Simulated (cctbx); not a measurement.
# Occupancies in Rb3Cu

Cell a = 10.3400 Å, b = 10.3400 Å, c = 10.3400 Å, α = 90.00°, β = 90.00°, γ = 90.00°; space group Fm-3m (no. 225); nominal formula Rb3Cu.

The data are simulated with cctbx, not measured: Cu Kα, λ = 1.54184 Å, to d = 0.8 Å, 95 % of the full sphere, strongest reflection 70000 counts, noise from counting, a 2 % proportional error and a noise floor of 4 counts (s.d.); no absorption.

With every site full:

```text
Rint 0.019, 83 unique reflections to 0.81 A
cycle     R1     wR2    GooF  max shift (A)
   1  0.1226  0.3727  48.873   0.00000
   2  0.0659  0.1611  21.120   0.00000
final R1 0.0658 wR2 0.1611 GooF 21.120  parameters 3  data/parameter 27.7
atom        x        y        z      Ueq    occ   su(xyz)  su(Uiso or U11)
Rb1    0.50000  0.00000  0.00000   0.0198  1.000  0.00000  0.0012
Rb2    0.25000  0.25000  0.75000   0.0277  1.000  0.00000  0.0012
Cu1    0.00000  0.00000  0.00000   0.0458  1.000  0.00000  0.0019
difference map: max 0.22 min -3.44 rms 0.27
Q1    0.0000  0.0798  0.0798   48    0.22  1.17 A from Cu1
Q2    0.0617  0.0617  0.0617   32    0.22  1.11 A from Cu1
Q3    0.0000  0.0000  0.1135   24    0.19  1.17 A from Cu1
Q4    0.0000  0.0752  0.4248   48    0.19  1.10 A from Rb1
Q5    0.0000  0.0000  0.1909   24    0.17  1.97 A from Cu1
Q6    0.0421  0.1330  0.1330   96    0.17  1.99 A from Cu1
```

With the occupancies of the suspect sites free, each still typed as its main element:

```text
Rint 0.019, 83 unique reflections to 0.81 A
cycle     R1     wR2    GooF  max shift (A)
   1  0.1742  0.4109  54.214   0.00000
  14  0.0026  0.0066   0.873   0.00000
final R1 0.0026 wR2 0.0066 GooF 0.870  parameters 4  data/parameter 20.8
atom        x        y        z      Ueq    occ   su(xyz)  su(Uiso or U11)
Rb1    0.50000  0.00000  0.00000   0.0177  1.000  0.00000  0.0001
Rb2    0.25000  0.25000  0.75000   0.0255  1.000  0.00000  0.0001
Cu1    0.00000  0.00000  0.00000   0.0257  0.752  0.00000  0.0001
su of occupancy Cu1: 0.001
difference map: max 0.05 min -0.03 rms 0.01
Q1    0.0000  0.0000  0.0758   24    0.05  0.78 A from Cu1
Q2    0.1660  0.2500  0.2500   48    0.04  0.87 A from Rb2
Q3    0.0000  0.0000  0.1840   24    0.03  1.90 A from Cu1
Q4    0.0000  0.0000  0.4273   24    0.03  0.75 A from Rb1
Q5    0.0997  0.0997  0.3216   96    0.03  2.32 A from Rb2
Q6    0.0000  0.0000  0.3433   24    0.03  1.62 A from Rb1
```

**Question.** What is the disorder?

X-rays count electrons. Cu1 refines to 0.752(0.001), or 21.8 electrons; the site truly holds 0.75 Cu, 21.8 electrons, which is 0.750 of Cu. A value under 1 can't tell vacancies from a lighter guest, and one over 1 needs a heavier guest; chemistry or a second radiation must settle which. Occupancy correlates with U and the scale, so the match is approximate.

Freeing them takes R1 from 0.0658 to 0.0026 and GooF from 21.12 to 0.87.

The model is made up (kin elements in a known structure type, no relaxation), so it says nothing on whether the phase exists.

[Middle refinement cycles are left out of these outputs.]

[Logs are printed without paths, hosts, clocks, repeated set-up lines and the standing remarks that a program may print on its own settings, such as how far it seeks lower states.]
